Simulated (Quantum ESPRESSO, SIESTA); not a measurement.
# Birch–Murnaghan line for diamond Ge, QE, PBEsol

Calculated with Quantum ESPRESSO 7.5: PBEsol; plane waves, GBRV 1.5 ultrasoft, 45/270 Ry; k-mesh 7×7×7. The volume is changed in steps from typed lattice constants. V0 = 22.729 Å³ an atom is where a Birch–Murnaghan fit to this level's pressures, the withheld one apart, crosses zero; rows within 2.5 % of V0 are left out, since F is ill-conditioned there. The typed cell is scaled evenly, with no relaxation, and each row is a single point.

| volume (Å³/atom) | pressure (GPa) |
| --- | --- |
| 21.977 | 2.418 |
| 23.41 | -1.855 |
| 23.888 | -2.943 |
| 24.366 | -3.943 |
| 24.843 | ? |
| 25.321 | -5.659 |
| 25.799 | -6.37 |

Task: Fit the third-order Birch–Murnaghan equation to the rows given and interpolate to the withheld row.

**Working.**

Take the Eulerian strain f = ½[(V0/V)^(2/3) − 1] and the normalised pressure F = P / [3f(1 + 2f)^(5/2)]. The third-order Birch–Murnaghan equation is then the line F = B0 + (3/2)B0(B′ − 4) f, so u = f and v = F.

```
      u = f  v = F (GPa)
  0.0113418      67.1893
-0.00974434      66.6559
 -0.0163064      65.3598
 -0.0226531      65.1504
 -0.0347322      65.0210
 -0.0404970      64.7588
```

With n = 6: mean u = -0.0187652, mean v = 65.6892, Σ(u − ū)² = 0.0017362, Σ(u − ū)(v − v̄) = 0.086058. Slope b = 0.086058 / 0.0017362 = 49.567; intercept a = v̄ − b ū = 66.619.

So B0 = 66.62 GPa and B′ = 4 + 2b/(3a) = 4.50. At the withheld volume f = -0.02878, F = 65.19 GPa, and P = 3f(1 + 2f)^(5/2) F.

Prediction at 24.843: -4.854 GPa. The run gave -4.855 GPa, so the fit is high by 0.0012 GPa (0.024 % of the value).

A fit to this level's energies over the whole scan gives V0 = 22.827 Å³, B0 = 65.01 GPa and B′ = 4.21. Among the rows given, the largest miss of the fit is at 24.366, by 0.021 GPa (0.24 % of the range of the table).

Limits: The nuclei are static. The DFT runs use Fermi–Dirac occupations of width 0.01 eV, and energies are free energies. The pressures scatter by 0.03 GPa r.m.s. about a smooth curve, which shows enlarged in F and loosens B′.

[Logs are printed without paths, hosts, clocks, repeated set-up lines and the standing remarks that a program may print on its own settings, such as how far it seeks lower states.]

[Hosts, paths, dates, database ids (printed as entryN), source tags and the programs' standing remarks are cut or masked in the printed files.]
